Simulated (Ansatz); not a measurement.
An input for Ansatz 0.2.0 (SnO2 (Cassiterite)):

```yaml
crystal:
  lattice:
    - [4.738, 0.0, 0.0]
    - [0.0, 4.738, 0.0]
    - [0.0, 0.0, 3.1865]
  atoms:
    - { symbol: Sn, position: [0.0, 0.0, 0.0] }
    - { symbol: Sn, position: [0.5, 0.5, 0.5] }
    - { symbol: O, position: [0.3071, 0.3071, 0.0] }
    - { symbol: O, position: [0.1929, 0.8071, 0.5] }
    - { symbol: O, position: [0.6929, 0.6929, 0.0] }
    - { symbol: O, position: [0.8071, 0.1929, 0.5] }
kpoints:
  mp_grid: { grid: [4, 4, 4] }
  band_path:
    path:
      - [0.0, 0.0, 0.0]
      - [0.0, 0.5, 0.0]
      - [0.5, 0.5, 0.0]
      - [0.0, 0.0, 0.5]
      - [0.0, 0.5, 0.5]
      - [0.5, 0.5, 0.5]
    npoints: 1
hamiltonian:
  xc: hse06
scf:
  occupations: { method: fixed }
  n_extra_bands: 6
output:
  eigenvalues: true
```

```sh
ansatz run input.yaml --threads 3 --pin off --max-ram 64512MiB --backend cuda --events-out ev --progress --plain --runs-dir out --devices 1 --max-vram 24GiB  # rebuilt from the run's record
```

Q: How long will it take on 1 × NVIDIA H100 80GB HBM3 (shared by 3 runs) with 3 threads of AMD EPYC 7R13 (Zen 3), shared host, and how much memory?

It took 21 s; on shared hardware allow 11 s to 43 s. Peak host memory was 1.3 GiB. The sizes that set the cost: 1411 plane waves a state, 18 irreducible k points and 11 SCF cycles.

Exact exchange couples every pair of k points and filled bands, so it costs far more than a semilocal run.

[Paths, hosts, dates, memory and timing lines, banners, echoed tables and standing remarks are left out of the program output.]

[Logs are printed without paths, hosts, clocks, repeated set-up lines and the standing remarks that a program may print on its own settings, such as how far it seeks lower states.]

[Runs of the session that timed out or met a known fault of the program may be left out.]

[Cells called generated may have been cut or substituted from an entry of the Crystallography Open Database or the Materials Project.]

[Hosts, paths, dates, database ids (printed as entryN), source tags and the programs' standing remarks are cut or masked in the printed files.]
